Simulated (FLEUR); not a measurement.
## Fe: parallel and opposed starts

Does Fe prefer parallel or opposed moments?

Method: LDA (VWN); all-electron FLAPW, Dirac cores, scalar-relativistic bands, in FLEUR MaX-R8.1.

The database entry behind the starting cell differs from later determinations by our own check (about 0.2 % short), so it need not match the best structure at ambient conditions.

### 1. Set-up

It takes space group Im-3m (No. 229, cubic). The conventional cell has a = 2.860 Å, b = 2.860 Å, c = 2.860 Å, α = 90.00°, β = 90.00°, γ = 90.00°. Fe has 8 Fe at 2.48 Å nearest.

Coordinates:

```
Fe
1.0
    -1.43024    1.43024    1.43024
     1.43024   -1.43024    1.43024
     1.43024    1.43024   -1.43024
Fe
1
Direct
  0.00000 0.00000 0.00000
```

### 2. Order 1, typed as ferro +

The parallel start is the test of whether parallel moments hold.

inpgen writes inp.xml from crystal.txt; cutoffs, mixing, functional, smearing and local orbitals are then set in the file. The k list default-1 (kpts.xml, not shown) is a Γ-centred 14×14×14 mesh; where the ranks do not divide the number of points, some are split in two of half the weight.

File inp.xml:

```
<?xml version="1.0" encoding="UTF-8" standalone="no"?>
<fleurInput fleurInputVersion="0.39">
   <comment>
      Fe
   </comment>
   <calculationSetup>
      <cutoffs Kmax="3.6" Gmax="10.8" GmaxXC="10.8" numbands="0"/>
      <scfLoop itmax="90" minDistance="0.00002" maxIterBroyd="15" imix="Anderson" alpha="0.05" precondParam="0.0" spinf="2.0" sdNocoIR="T"/>
      <coreElectrons ctail="T" frcor="F" kcrel="0" coretail_lmax="0"/>
      <xcFunctional name="vwn" relativisticCorrections="F"/>
      <magnetism jspins="2"/>
      <soc l_soc="F" theta="0.0" phi="0.0" spav="F"/>
      <expertModes spex="0" secvar="F"/>
      <geometryOptimization l_f="F" forcealpha="1.0" forcemix="BFGS" epsdisp="0.00001" epsforce="0.00001"/>
      <ldaU l_linMix="F" mixParam="0.05" spinf="1.0"/>
   </calculationSetup>
   <cell>
      <bzIntegration valenceElectrons="16.0" mode="hist" fermiSmearingEnergy="0.00183747">
         <kPointListSelection listName="default-1"/>
         <xi:include xmlns:xi="http://www.w3.org/2001/XInclude" href="kpts.xml"> </xi:include>
      </bzIntegration>
      <xi:include xmlns:xi="http://www.w3.org/2001/XInclude" href="sym.xml"> </xi:include>
      <bulkLattice scale="1.0">
         <bravaisMatrix>
            <row-1>   -2.7027618924479038     2.7027618924479038     2.7027618924479038</row-1>
            <row-2>    2.7027618924479038    -2.7027618924479038     2.7027618924479038</row-2>
            <row-3>    2.7027618924479038     2.7027618924479038    -2.7027618924479038</row-3>
         </bravaisMatrix>
      </bulkLattice>
   </cell>
   <atomSpecies>
      <species name="Iron (Fe) 2.800" element="Fe" atomicNumber="26">
         <mtSphere radius="2.28" gridPoints="753" logIncrement="0.016"/>
         <atomicCutoffs lmax="8" lnonsphr="6"/>
         <electronConfig flipSpins="F">
            <coreConfig>(1s1/2) (2s1/2) (2p1/2) (2p3/2)</coreConfig>
            <valenceConfig>(3s1/2) (3p1/2) (3p3/2) (4s1/2) (3d3/2) (3d5/2)</valenceConfig>
            <stateOccupation state="(3d3/2)" spinUp="1.4" spinDown="1.0"/>
            <stateOccupation state="(3d5/2)" spinUp="3.0" spinDown="0.6"/>
         </electronConfig>
         <energyParameters s="4" p="4" d="3" f="4"/>
         <lo type="SCLO" l="0" n="3" eDeriv="0"/>
         <lo type="SCLO" l="1" n="3" eDeriv="0"/>
      </species>
   </atomSpecies>
   <atomGroups>
      <atomGroup species="Iron (Fe) 2.800">
         <relPos label="                   1">.0000000000 .0000000000 .0000000000</relPos>
         <force calculate="T" relaxXYZ="TTT"/>
      </atomGroup>
   </atomGroups>
   <output dos="F" band="F" slice="F">
      <bandDOS minEnergy="-.5*Htr" maxEnergy="0.5*Htr" sigma="0.015" storeEVData="T"/>
      <plotting iplot="0" polar="F">
         <plot TwoD="T" vec1="  1.0  0.0  0.0" vec2="  0.0  1.0  0.0" vec3="  0.0  0.0  1.0" zero="  0.0  0.0  0.0" file="plot"/>
      </plotting>
      <moessbauerParams electricFieldGradient="F" isomerShift="F" coreHyperfine="F" valenceHyperfine="F"/>
   </output>
</fleurInput>
```

File crystal.txt:

```
Fe
&input film=F cartesian=F /
-1.43024000000  1.43024000000  1.43024000000
1.43024000000  -1.43024000000  1.43024000000
1.43024000000  1.43024000000  -1.43024000000
1.8897261246
1.0 1.0 1.0

1
26 0.00000000000  0.00000000000  0.00000000000 : 2.800

&kpt div1=14 div2=14 div3=14 gamma=T /
```

The run is started by

```bash
OMP_NUM_THREADS=1 inpgen -f crystal.txt > inpgen.log  # inp.xml is then edited as shown
OMP_NUM_THREADS=1 mpirun -n 4 fleur_MPI > fleur.log
```

What it wrote:

```text
Welcome to FLEUR        (www.flapw.de)
      MaX-Release 8.1          (www.max-centre.eu)

 ========== k-point set info ==========
 Selected k-point list: default-1
 k-point list type: mesh
 14 x 14 x 14
 Number of k points: 104

 ------------Calculation Setup---------------------------
 Number of MPI-tasks      :            4
 Number of PE/node        :            4
 Number of OMP-threads    :            1
 k-points in parallel     :            4
 pe's per k-point         :            1
 No of k-point loops      :           26
 Eigenvalue solver        :       lapack
 Number of basis functions:           74
 Approximate size of matrices (H+S) per k-point:         0.000 GB
 --------------------------------------------------------
 Iteration:     1   Distance:      13.85880519 me/bohr^3
 Iteration:     2   Distance:      12.76990901 me/bohr^3
 Iteration:     3   Distance:       7.38460166 me/bohr^3
 Iteration:     4   Distance:       1.58703593 me/bohr^3
 Iteration:     5   Distance:       2.43421049 me/bohr^3
 Iteration:     6   Distance:       4.02658267 me/bohr^3
 Iteration:     7   Distance:       1.10616345 me/bohr^3
 Iteration:     8   Distance:       0.29668453 me/bohr^3
 Iteration:     9   Distance:       0.10321914 me/bohr^3
 Iteration:    10   Distance:       0.07649883 me/bohr^3
 Iteration:    11   Distance:       0.01469310 me/bohr^3
 Iteration:    12   Distance:       0.03337500 me/bohr^3
 Iteration:    13   Distance:       0.00253708 me/bohr^3
 Iteration:    14   Distance:       0.00201115 me/bohr^3
 Iteration:    15   Distance:       0.00006914 me/bohr^3
 Iteration:    16   Distance:       0.00006726 me/bohr^3
 Iteration:    17   Distance:       0.00004293 me/bohr^3
 Iteration:    18   Distance:       0.00000491 me/bohr^3

 ********************************************************************
 Run finished successfully
 Stop message:
   all done
 ********************************************************************

--- out.xml (last complete iteration) ---
<iteration numberForCurrentRun="   18" overallNumber="   18">
         <energyParameters units="Htr">
            <atomicEP atomType="1" spin="1" branch="4s" branchLowest="-2.86" branchHighest="1.90" value="0.1906806932"/>
            <atomicEP atomType="1" spin="1" branch="4p" branchLowest="-1.61" branchHighest="2.47" value="0.3238044840"/>
            <atomicEP atomType="1" spin="1" branch="3d" branchLowest="-9.99" branchHighest="0.39" value="0.2581015312"/>
            <atomicEP atomType="1" spin="1" branch="4f" branchLowest="-9.99" branchHighest="3.53" value="0.6372366366"/>
            <loAtomicEP atomType="1" spin="1" branch="3s" branchLowest="-29.47" branchHighest="-2.86" value="-2.8699897715"/>
            <loAtomicEP atomType="1" spin="1" branch="3p" branchLowest="-25.05" branchHighest="-1.61" value="-1.6367653547"/>
            <atomicEP atomType="1" spin="2" branch="4s" branchLowest="-2.77" branchHighest="1.95" value="0.1990879265"/>
            <atomicEP atomType="1" spin="2" branch="4p" branchLowest="-1.52" branchHighest="2.53" value="0.3290329592"/>
            <atomicEP atomType="1" spin="2" branch="3d" branchLowest="-9.99" branchHighest="0.48" value="0.3224104146"/>
            <atomicEP atomType="1" spin="2" branch="4f" branchLowest="-9.99" branchHighest="3.58" value="0.6398874457"/>
            <loAtomicEP atomType="1" spin="2" branch="3s" branchLowest="-29.42" branchHighest="-2.77" value="-2.7778707557"/>
            <loAtomicEP atomType="1" spin="2" branch="3p" branchLowest="-25.02" branchHighest="-1.52" value="-1.5476798500"/>
         </energyParameters>
         <bandgap value="0.0022196289" units="eV"/>
         <sumValenceSingleParticleEnergies value="-13.1630617726" units="Htr"/>
         <FermiEnergy value="0.3337915430" units="Htr"/>
         <valenceDensity>
            <mtCharges spin="1">
               <mtCharge atomType="1" total="8.5492006" s="1.1898082" p="3.1691008" d="4.1715675" f="0.0142128"/>
            </mtCharges>
            <mtCharges spin="2">
               <mtCharge atomType="1" total="6.3149571" s="1.1951269" p="3.1921696" d="1.9151689" f="0.0099930"/>
            </mtCharges>
            <spinDependentCharge spin="1" total="9.1040299" interstitial="0.5548293" mtSpheres="8.5492006"/>
            <spinDependentCharge spin="2" total="6.8959701" interstitial="0.5810130" mtSpheres="6.3149571"/>
            <totalCharge value="16.0000000000"/>
         </valenceDensity>
         <coreStates atomType="     1" atomicNumber=" 26" spin="1" kinEnergy="    572.9174388402" eigValSum="   -360.6021512981" lostElectrons=" 0.000000">
            <state n="1" l="0" j="0.5" energy="-255.9701245759" weight="1.0000000000"/>
            <state n="2" l="0" j="0.5" energy="-29.4653465403" weight="1.0000000000"/>
            <state n="2" l="1" j="0.5" energy="-25.3602922723" weight="1.0000000000"/>
            <state n="2" l="1" j="1.5" energy="-24.9031939548" weight="2.0000000000"/>
         </coreStates>
         <coreStates atomType="     1" atomicNumber=" 26" spin="2" kinEnergy="    573.3341964660" eigValSum="   -360.4516220678" lostElectrons=" 0.000000">
            <state n="1" l="0" j="0.5" energy="-255.9699264886" weight="1.0000000000"/>
            <state n="2" l="0" j="0.5" energy="-29.4199818117" weight="1.0000000000"/>
            <state n="2" l="1" j="0.5" energy="-25.3259104546" weight="1.0000000000"/>
            <state n="2" l="1" j="1.5" energy="-24.8679016564" weight="2.0000000000"/>
         </coreStates>
         <allElectronCharges>
            <spinDependentCharge spin="1" total="14.1040299" interstitial="0.5548293" mtSpheres="13.5492006"/>
            <spinDependentCharge spin="2" total="11.8959701" interstitial="0.5810130" mtSpheres="11.3149571"/>
            <totalCharge value="26.0000000002"/>
         </allElectronCharges>
         <magneticMomentsInMTSpheres units="muBohr">
            <globalMagMoment atomType="1" vec="0.00000   0.00000   2.23424"/>
            <localMagMoment atomType="1" vec="0.00000   0.00000   2.23424"/>
         </magneticMomentsInMTSpheres>
         <moessbauerParams unitsHFF="kG" unitsIS="e/bohr^3" unitsEFG="Htr/bohr^2">
         </moessbauerParams>
         <totalEnergy value="    -1270.5881198978" units="Htr">
            <sumOfEigenvalues value="     -734.2168351385">
               <coreElectrons value="-721.0537733659"/>
               <valenceElectrons value="-13.1630617726"/>
            </sumOfEigenvalues>
            <densityCoulombPotentialIntegral value="-1950.4259637655"/>
            <densityEffectivePotentialIntegral value="-2021.4677231816"/>
            <chargeDenXCDenIntegral value="-53.6712981782"/>
            <FockExchangeEnergyValence value="0.0000000000"/>
            <FockExchangeEnergyCore value="0.0000000000"/>
            <atomTypeDependentContributions atomType="1">
               <electronNucleiInteractionDifferentMTs value="1518.2636613383"/>
               <MadelungTerm value="-10.6910665416"/>
            </atomTypeDependentContributions>
            <tkbTimesEntropy value="0.0002523687"/>
            <freeEnergy value="-1270.5883722665"/>
            <extrapolationTo0K value="-1270.5882460821"/>
         </totalEnergy>
         <densityConvergence units="me/bohr^3">
            <chargeDensity spin="1" distance="0.0000028404"/>
            <chargeDensity spin="2" distance="0.0000028527"/>
            <overallChargeDensity distance="0.0000028789"/>
            <spinDensity distance="0.0000049115"/>
         </densityConvergence>
      </iteration>
```

It took 4 s on 4 MPI ranks of Intel Xeon 6975P-C (Granite Rapids), shared host; peak memory 0.19 GiB; 15 s of CPU time.

Read from the output:

```
free energy                                                       : -34574.4710 eV
program's band gap on this mesh (in a metal only a level spacing) : 0.002220 eV
magnetization                                                     : 2.208 μB
final state                                                       : ferromagnetic
largest moment                                                    : 2.234 μB
```

After 18 cycles the largest moment stands at 2.23 μB.

### 3. Run 2 (antiferro q=(1/2,1/2,1/2) +-)

Reversing part of the moments tests the sign of the couplings between them.

This order needs a doubled cell of 2 atoms. The mesh is halved along the doubled vector, so that both cells sample the same points. The k list default-1 (kpts.xml, not shown) is a Γ-centred 7×14×14 mesh.

Changes to inp.xml since step 2:

```diff
@@ -17,3 +17,3 @@
    <cell>
-      <bzIntegration valenceElectrons="16.0" mode="hist" fermiSmearingEnergy="0.00183747">
+      <bzIntegration valenceElectrons="32.0" mode="hist" fermiSmearingEnergy="0.00183747">
          <kPointListSelection listName="default-1"/>
@@ -24,5 +24,5 @@
          <bravaisMatrix>
-            <row-1>   -2.7027618924479038     2.7027618924479038     2.7027618924479038</row-1>
-            <row-2>    2.7027618924479038    -2.7027618924479038     2.7027618924479038</row-2>
-            <row-3>    2.7027618924479038     2.7027618924479038    -2.7027618924479038</row-3>
+            <row-1>   -5.4055237848958075     5.4055237848958075     5.4055237848958075</row-1>
+            <row-2>    0.0000000000000000     0.0000000000000000     5.4055237848958075</row-2>
+            <row-3>    0.0000000000000000     5.4055237848958075     0.0000000000000000</row-3>
          </bravaisMatrix>
@@ -44,2 +44,15 @@
       </species>
+      <species name="Iron (Fe) -2.800" element="Fe" atomicNumber="26">
+         <mtSphere radius="2.28" gridPoints="753" logIncrement="0.016"/>
+         <atomicCutoffs lmax="8" lnonsphr="6"/>
+         <electronConfig flipSpins="F">
+            <coreConfig>(1s1/2) (2s1/2) (2p1/2) (2p3/2)</coreConfig>
+            <valenceConfig>(3s1/2) (3p1/2) (3p3/2) (4s1/2) (3d3/2) (3d5/2)</valenceConfig>
+            <stateOccupation state="(3d3/2)" spinUp="1.0" spinDown="1.4"/>
+            <stateOccupation state="(3d5/2)" spinUp="0.6" spinDown="3.0"/>
+         </electronConfig>
+         <energyParameters s="4" p="4" d="3" f="4"/>
+         <lo type="SCLO" l="0" n="3" eDeriv="0"/>
+         <lo type="SCLO" l="1" n="3" eDeriv="0"/>
+      </species>
    </atomSpecies>
@@ -48,2 +61,6 @@
          <relPos label="                   1">.0000000000 .0000000000 .0000000000</relPos>
+         <force calculate="T" relaxXYZ="TTT"/>
+      </atomGroup>
+      <atomGroup species="Iron (Fe) -2.800">
+         <relPos label="                   2">1.000/2.000 .0000000000 .0000000000</relPos>
          <force calculate="T" relaxXYZ="TTT"/>
```

File crystal.txt:

```
Fe
&input film=F cartesian=F /
-2.86048000000  2.86048000000  2.86048000000
0.00000000000  0.00000000000  2.86048000000
0.00000000000  2.86048000000  0.00000000000
1.8897261246
1.0 1.0 1.0

2
26 0.00000000000  0.00000000000  0.00000000000 : 2.800
26 0.50000000000  0.00000000000  0.00000000000 : -2.800

&kpt div1=7 div2=14 div3=14 gamma=T /
```

What it wrote:

```text
[banner, memory and clock lines left out]
Welcome to FLEUR        (www.flapw.de)
      MaX-Release 8.1          (www.max-centre.eu)

 ========== k-point set info ==========
 Selected k-point list: default-1
 k-point list type: mesh
 7 x 14 x 14
 Number of k points: 144

 ------------Calculation Setup---------------------------
 Number of PE/node        :            4
 Number of OMP-threads    :            1
 k-points in parallel     :            4
 pe's per k-point         :            1
 No of k-point loops      :           36
 Eigenvalue solver        :       lapack
 Number of basis functions:          148
 Approximate size of matrices (H+S) per k-point:         0.000 GB
 Iteration:     1   Distance:      17.54717618 me/bohr^3
 Iteration:     2   Distance:      16.70810671 me/bohr^3
 Iteration:     3   Distance:      12.21323636 me/bohr^3
 Iteration:     4   Distance:      12.27452222 me/bohr^3
 Iteration:     5   Distance:       9.36505000 me/bohr^3
 Iteration:     6   Distance:       9.33784905 me/bohr^3
 Iteration:     7   Distance:       1.79303600 me/bohr^3
 Iteration:     8   Distance:       3.52510319 me/bohr^3
 Iteration:     9   Distance:       2.83383827 me/bohr^3
 Iteration:    10   Distance:       1.57247480 me/bohr^3
 Iteration:    11   Distance:       2.00070241 me/bohr^3
 Iteration:    12   Distance:       0.33758592 me/bohr^3
 Iteration:    13   Distance:       0.29756875 me/bohr^3
 Iteration:    14   Distance:       0.11309596 me/bohr^3
 Iteration:    15   Distance:       0.02405957 me/bohr^3
 Iteration:    16   Distance:       0.02359248 me/bohr^3
 Iteration:    17   Distance:       0.01578500 me/bohr^3
 Iteration:    18   Distance:       0.01349771 me/bohr^3
 Iteration:    19   Distance:       0.01110912 me/bohr^3
 Iteration:    20   Distance:       0.00412218 me/bohr^3
 Iteration:    21   Distance:       0.00384078 me/bohr^3
 Iteration:    22   Distance:       0.00300347 me/bohr^3
 Iteration:    23   Distance:       0.00024637 me/bohr^3
 Iteration:    24   Distance:       0.00103991 me/bohr^3
 Iteration:    25   Distance:       0.00009717 me/bohr^3
 Iteration:    26   Distance:       0.00000640 me/bohr^3

 ********************************************************************
 Run finished successfully
 Stop message:
   all done
 ********************************************************************

--- out.xml (last complete iteration) ---
<iteration numberForCurrentRun="   26" overallNumber="   26">
         [... left out ...]
         <bandgap value="0.0000000040" units="eV"/>
         <sumValenceSingleParticleEnergies value="-26.3713622084" units="Htr"/>
         <FermiEnergy value="0.3407696589" units="Htr"/>
         <valenceDensity>
            <mtCharges spin="1">
               <mtCharge atomType="1" total="8.1619710" s="1.2010567" p="3.1883022" d="3.7571157" f="0.0123332"/>
               <mtCharge atomType="2" total="6.7044491" s="1.1848263" p="3.1713317" d="2.3308432" f="0.0133851"/>
            </mtCharges>
            <mtCharges spin="2">
               <mtCharge atomType="1" total="6.7044491" s="1.1848263" p="3.1713317" d="2.3308432" f="0.0133851"/>
               <mtCharge atomType="2" total="8.1619710" s="1.2010567" p="3.1883022" d="3.7571157" f="0.0123332"/>
            </mtCharges>
            <spinDependentCharge spin="1" total="16.0000000" interstitial="1.1335799" mtSpheres="14.8664201"/>
            <spinDependentCharge spin="2" total="16.0000000" interstitial="1.1335799" mtSpheres="14.8664201"/>
            <totalCharge value="32.0000000000"/>
         </valenceDensity>
         [... left out ...]
         <magneticMomentsInMTSpheres units="muBohr">
            <globalMagMoment atomType="1" vec="0.00000   0.00000   1.45752"/>
            <localMagMoment atomType="1" vec="0.00000   0.00000   1.45752"/>
            <globalMagMoment atomType="2" vec="0.00000   0.00000  -1.45752"/>
            <localMagMoment atomType="2" vec="0.00000   0.00000  -1.45752"/>
         </magneticMomentsInMTSpheres>
         [... left out ...]
         <totalEnergy value="    -2541.1457164716" units="Htr">
            <sumOfEigenvalues value="    -1468.6297152614">
               <coreElectrons value="-1442.2583530530"/>
               <valenceElectrons value="-26.3713622084"/>
            </sumOfEigenvalues>
            <densityCoulombPotentialIntegral value="-3901.0130782778"/>
            <densityEffectivePotentialIntegral value="-4042.9970434923"/>
            <chargeDenXCDenIntegral value="-107.2693111874"/>
            <FockExchangeEnergyValence value="0.0000000000"/>
            <FockExchangeEnergyCore value="0.0000000000"/>
         [... left out ...]
            <tkbTimesEntropy value="0.0017794238"/>
            <freeEnergy value="-2541.1474958954"/>
            <extrapolationTo0K value="-2541.1466061835"/>
         </totalEnergy>
         <densityConvergence units="me/bohr^3">
            <chargeDensity spin="1" distance="0.0000032230"/>
            <chargeDensity spin="2" distance="0.0000032106"/>
            <overallChargeDensity distance="0.0000006073"/>
            <spinDensity distance="0.0000064049"/>
         </densityConvergence>
      </iteration>
```

The job ended after 20 s (4 MPI ranks; peak memory 0.22 GiB).

Read from the output:

* free energy: -69148.1460 eV
* program's band gap on this mesh (in a metal only a level spacing): 4.00e-9 eV
* magnetization: 0 μB
* final state: antiferromagnetic
* largest moment: 1.458 μB

It lies 398 meV a seeded atom over the first start, and its largest moment is 1.46 μB against 2.23 μB.

[end of part 1 of 2]

[Logs and program files are shortened in this print: banners, set-up blocks, solver, clock and traceback lines can be left out without a mark of their own.]

[Logs are printed without paths, hosts, clocks, repeated set-up lines and the standing remarks that a program may print on its own settings, such as how far it seeks lower states.]

[Hosts, paths, dates, database ids (printed as entryN), source tags and the programs' standing remarks are cut or masked in the printed files.]

[Where a cell is said to come from a database of computed structures, the database is the Materials Project.]
